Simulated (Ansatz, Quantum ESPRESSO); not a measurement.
# Pm3Si (Pm-3m): zone-centre phonons, part 3 of 3

Which modes does Pm3Si (Pm-3m) have at the zone centre?

Quantum ESPRESSO 7.5; DFT PBEsol, scalar-relativistic, plane waves, PseudoDojo norm-conserving, 4f in core pseudopotentials.

So far, lowest optical zone-centre mode (cm⁻¹): step 6 (modes with the sum rule) 82.6; step 8 (without ASR) 82.5.

## 9. Cross-check with Ansatz

A second program on the same cell, potentials, cutoff and meshes tests the implementation of the phonon response, not its convergence. Its k mesh is centred on Γ.

This step: DFT PBEsol, scalar-relativistic, plane waves, norm-conserving pseudopotentials, 4f in core (Ansatz 0.2.0).

input.yaml

```yaml
crystal:
  lattice:
    - [4.6596764131, 0.0, 0.0]
    - [0.0, 4.6596764131, 0.0]
    - [0.0, 0.0, 4.6596764131]
  atoms:
    - { symbol: Pm, position: [0.0, 0.5, 0.5] }
    - { symbol: Pm, position: [0.5, 0.0, 0.5] }
    - { symbol: Pm, position: [0.5, 0.5, 0.0] }
    - { symbol: Si, position: [0.0, 0.0, 0.0] }
kpoints:
  mp_grid: { grid: [8, 8, 8] }
hamiltonian:
  xc: pbesol
  pseudopotentials:
    kind: nc
    azcp: { Pm: "pseudopotentials/pbe/nc/lanthanide_3plus/Pm.nc.azcp" }
    accuracy: standard
scf:
  occupations: { method: cold, width: 0.27211 }
output:
  eigenvalues: true
basis:
  ecutwfc: 598.65
phonons:
  method: dfpt
```

On the command line:

```sh
> ansatz run input.yaml --threads 4 --pin off --max-ram 8192MiB --backend cpu --events-out ev --progress --plain --runs-dir out
```

Numbers of over 12 decimals in the logs are rounded to 6 here.

Output:

```text
Warning: basis.ecutwfc = 598.65 eV is below the records' recommended 707.496042 eV, and the density's cutoff is lower with it unless basis.ecutrho_ratio is high enough to keep the records' density cutoff: compare with a run at a higher cutoff
Warning: <dir> the record states the generating functional pbe (its physics header spells it `PBE`), which answers neither for hamiltonian.xc's functional nor for the pbesol family's — results may be inconsistent (PPs are generated against a specific XC)
zone centre: on kpoints.mp_grid the ground state, and the responses unless they are solved on pairs of k-points, stand on 125 of the mesh's 512 k-points, reduced under 8 symmetry operations, with k and −k counted as one. Each operation leaves every solved displacement unchanged or reverses it
Engine: ansatz 0.2.0, aarch64-unknown-linux-gnu
Pseudopotentials: kind: nc
Pseudopotential: Pm, nc, valence charge 11, recommended cutoff 707.496042 eV (normal), <dir>
Pseudopotential: Si, nc, valence charge 4, recommended cutoff 489.804952 eV (normal), Si.nc.azcp (PseudoDojo's, or run here from an input of PseudoDojo's; its table is named by hamiltonian.pseudopotentials.accuracy)
Functional definition: PBEsol
  exchange = pbesol_x
  correlation = pbesol_c
Crystal: 4 atoms, lattice volume = 101.174 Å³
Basis set: ecut = 598.65 eV, 3407 PW (Γ), exchange–correlation on 80×80×80 points (8 copies of the dense FFT grid, shifted against one another)
Bands: 23, of which v1, the nominal top of the filled ones, is band 19 counted from 1 (18 counted from 0)
Symmetry: 48 space group operations
k-points: 125 of 512 (irreducible under 8 space group operations)
Non-local potential: Pm, projectors of the file, l = 0: 2, l = 1: 2, l = 2: 2, l = 3: 1
Non-local potential: Si, projectors of the file, l = 0: 2, l = 1: 2, l = 2: 2
Initial density: superposition of atomic densities (chi_scale 0.1, normalization cell)
Initial wavefunctions: pseudopotential atomic-orbital guess
Functional: x = pbesol(κ = 0.804, μ = 0.123457), c = pbesol(β = 0.046)
SCF iter   1: F=—  HF=-3297.655574 eV  |F-HF|=—  |Δ(HF+E_count)|=         —  Δρ=2.06e-2  dr2=6.55e-1  ethr=3.10e-3  ⟨swp⟩=5.9  Hψ=13414  notcnv=0
preconditioner: auto → Kerker (q_TF=auto, 2.307 Å⁻¹)  [metal: Δε(μ)=0.017 eV  Ē_g=13.345 eV  σ=0.272 eV  W_gap=0.04  n_scr=18 (ndim 8)  ℏωp=20.5 eV  f_vac=0.000  D(μ)=4.57/eV (n_scr^D=32)]
SCF iter   2: F=—  HF=-3297.497112 eV  |F-HF|=—  |Δ(HF+E_count)|=   1.58e-1  S|Δr|=    0.00e0  Δρ=1.26e-2  dr2=2.71e-1  ethr=1.77e-3  ⟨swp⟩=1.4  Hψ=3979  notcnv=0
SCF iter   3: F=—  HF=-3297.399839 eV  |F-HF|=—  |Δ(HF+E_count)|=   9.73e-2  S|Δr|=    0.00e0  Δρ=2.02e-3  dr2=2.83e-3  ethr=7.33e-4  ⟨swp⟩=2.0  Hψ=4947  notcnv=0
SCF iter   4: F=—  HF=-3297.398765 eV  |F-HF|=—  |Δ(HF+E_count)|=   1.07e-3  S|Δr|=    0.00e0  Δρ=6.27e-4  dr2=5.33e-4  ethr=7.66e-6  ⟨swp⟩=2.4  Hψ=6075  notcnv=0
SCF iter   5: F=—  HF=-3297.398554 eV  |F-HF|=—  |Δ(HF+E_count)|=   2.12e-4  S|Δr|=    0.00e0  Δρ=1.00e-4  dr2=1.21e-5  ethr=1.44e-6  ⟨swp⟩=2.0  Hψ=4881  notcnv=0
SCF iter   6: F=—  HF=-3297.398549 eV  |F-HF|=—  |Δ(HF+E_count)|=   4.36e-6  S|Δr|=    0.00e0  Δρ=1.88e-5  dr2=5.19e-7  ethr=3.26e-8  ⟨swp⟩=2.2  Hψ=5330  notcnv=0
SCF iter   7: F=—  HF=-3297.398549 eV  |F-HF|=—  |Δ(HF+E_count)|=   2.30e-7  S|Δr|=    0.00e0  Δρ=3.62e-6  dr2=1.28e-8  ethr=1.40e-9  ⟨swp⟩=2.1  Hψ=5181  notcnv=0
SCF iter   8: F=—  HF=-3297.398549 eV  |F-HF|=—  |Δ(HF+E_count)|=   4.21e-9  S|Δr|=    0.00e0  Δρ=3.57e-7  dr2=1.20e-10  ethr=3.47e-11  ⟨swp⟩=2.5  Hψ=5400  notcnv=0
SCF iter   9: F=-3297.398549 eV  HF=-3297.398549 eV  |F-HF|=2.73e-12  |Δ(HF+E_count)|=  1.59e-11  S|Δr|=    0.00e0  Δρ=5.31e-8  dr2=5.01e-12  ethr=1.00e-12  ⟨swp⟩=9.7  Hψ=18639  notcnv=0
SCF 1 converged in 9 iterations: F = -3297.398549 eV  dr2 = 5.01e-12
DFPT response loops at Γ: preconditioner auto → Kerker (q_TF=auto, 2.307 Å⁻¹) (partly filled bands, converged f_vac=0.000); β = 1.00, the filter's whole step (`scf.mixing.beta` (0.50) is not read by the response loops under this deck's `scf.mixing.preconditioner`; to damp them name `kerker` or `kerker_dos`, under which they read `scf.mixing.beta`, and type it under 1.00, their step now; both keys bind the ground state too); Broyden in place of MSR1
SCF converged after 9 iterations
Stability not checked: this state was not tested for a lower state beside it, because cold or Methfessel-Paxton smearing, or corrected tetrahedra, fill the levels in a way that the test cannot read (fill_not_monotonic; see scf.lower_state_search)
Free energy (F): -3297.398549 eV
Harris-Foulkes:  -3297.398549 eV  (|F-HF|=2.73e-12)
Internal energy: -3297.378672 eV  (E = F + TS)
E sigma→0 (E₀):  -3297.391923 eV
Entropy (-TS):   -0.019877 eV (-4.969 meV/atom)
Fermi energy:    12.344968 eV
Step filling:    the computed levels leave a gap of 0.0108 eV = 0.0 smearing widths at the electron count; against every level under it full and every level over it empty, smearing changes F+E_penalty+E_count by -1.736 meV and its σ→0 estimate by +4.890 meV
--- Per-component energies (eV) ---
  E_band       = -158.178997
  E_kinetic    = 790.480851
  E_local      = -1242.241062  (includes V_loc(G=0)·N_el)
  E_nonlocal   = 156.896675
  E_hartree    = 367.486309
  E_xc         = -817.391147
  E_vxc        = -598.288116  (∫ρ·V_xc dr)
  E_ewald      = -2552.610298
  E_smearing   = -0.019877  (= −TS)
  E_closure    = 0.000000  (closes the sum)
  Σ components = -3297.398549   (vs F -3297.398549, Δ=0.00e0)
--- Band table (eV; the first three rows and the last of 125) ---
  k-point 0: bands = [... 15 lower, 10.7450, 11.0322, 11.0322, 11.0322, 12.4143, 12.4143, 12.4143, 14.9891]
  k-point 1: bands = [... 15 lower, 10.9417, 11.0066, 11.0066, 11.1041, 12.3759, 12.4787, 12.4787, 15.2547]
  k-point 2: bands = [... 15 lower, 10.8902, 10.8902, 11.3023, 11.4962, 12.6791, 12.8240, 12.8240, 14.7090]
  k-point 124: bands = [... 15 lower, 10.6587, 11.5390, 11.5390, 11.5390, 13.8217, 13.8217, 13.8217, 15.0603]
--- Phonons (Γ-DFPT): 3 representative perturbations + reference, on 125 of 512 k-points (Σ response iterations 11) ---
  k mesh reduced under 8 symmetry operations, with k and −k counted as one. Each operation leaves every solved displacement unchanged or reverses it
  ASR residual: 3.656e-5 → 0.000e0 eV/Å²; symmetrization residual: 3.796e-6 eV/Å²
  ASR residual per site (eV/Å²): 3.66e-5 3.66e-5 3.66e-5 9.80e-6
  Γ frequencies (cm⁻¹): 0.00 0.00 0.00 82.67 82.67 82.67 139.97 139.97 139.97 161.50 161.50 161.50
  non-analytic LO–TO correction: not included (Born effective charges unavailable; polar crystals: no LO–TO splitting at Γ)
```

Wall time 37 s (4 threads of Arm Neoverse V2, shared host); peak memory 1.8 GiB.

Numbers from this step:

* sum-rule residual before enforcement: 3.66e-5 eV/Å²
* lowest optical zone-centre mode: 82.67 cm⁻¹

## 10. Side by side: QE PseudoDojo and Ansatz, PseudoDojo

Worked out from the results:

```
root-mean-square difference : 0.21 cm⁻¹
largest difference          : 0.35 cm⁻¹
```

Frequencies side by side, by row:

| q (reciprocal lattice) | mode | QE PseudoDojo (cm⁻¹) | Ansatz, PseudoDojo (cm⁻¹) |
| --- | --- | --- | --- |
| 0 0 0 | 1 | 0 | 0 |
| 0 0 0 | 2 | 0 | 0 |
| 0 0 0 | 3 | 0 | 0 |
| 0 0 0 | 4 | 82.61 | 82.67 |
| 0 0 0 | 5 | 82.61 | 82.67 |
| 0 0 0 | 6 | 82.61 | 82.67 |
| 0 0 0 | 7 | 140.3 | 140 |
| 0 0 0 | 8 | 140.3 | 140 |
| 0 0 0 | 9 | 140.3 | 140 |
| 0 0 0 | 10 | 161.6 | 161.5 |
| 0 0 0 | 11 | 161.6 | 161.5 |
| 0 0 0 | 12 | 161.6 | 161.5 |

At the zone centre the largest difference (acoustic modes at Γ apart) is 0.2 % of the highest mode.

## 11. Summary of results

```yaml
space_group_after_relaxation: Pm-3m
volume_per_atom: 25.3 Å³
highest_optical_zone_centre_mode_no_lo_to_term: 161.6 cm⁻¹
lowest_optical_zone_centre_mode: 82.6 cm⁻¹
imaginary_optical_modes_at_the_zone_centre_no_q_mesh_in_this_session: none
largest_difference_from_ansatz_pseudodojo: 0.35 cm⁻¹
```

In words: At the PBEsol level the optical modes of Pm3Si (Pm-3m) at the zone centre run from 83 to 162 cm⁻¹. Of the 9 optical modes, 3 are silent and 6 are infrared active alone. QE PseudoDojo and Ansatz, PseudoDojo agree to 0.35 cm⁻¹ (0.2 % of the highest mode compared) on all solved modes but the acoustic ones at Γ, without the LO-TO term. These are harmonic frequencies at zero temperature: anharmonic shifts and linewidths and thermal expansion are left out. Spin-orbit coupling is left out, which can matter for the heavy elements here. In a metal the frequencies hang on the k mesh and the smearing, most of all near Kohn anomalies. The runs are without spin polarisation, although the cell has an odd electron count or an open d or f shell, so a magnetic state was not tested. The 4f electrons are frozen in the core as for a trivalent ion, in files made for PBE, so their moments and any magnetic order are left out. The relaxation ran at 44 Ry, under the 52 Ry recommended for these files; the stress of so short a basis can leave the cell about one per cent too small. Ansatz warns that the cutoff lies 15 % under the one recommended for these files; agreement at one cutoff is not convergence. The structure comes from a database and need not be the phase that is stable at ambient conditions.

[Host names and launcher messages were left out of these logs when they were recorded.]

[Logs are printed without paths, hosts, clocks, repeated set-up lines and the standing remarks that a program may print on its own settings, such as how far it seeks lower states.]

[Hosts, paths, dates, database ids (printed as entryN), source tags and the programs' standing remarks are cut or masked in the printed files.]
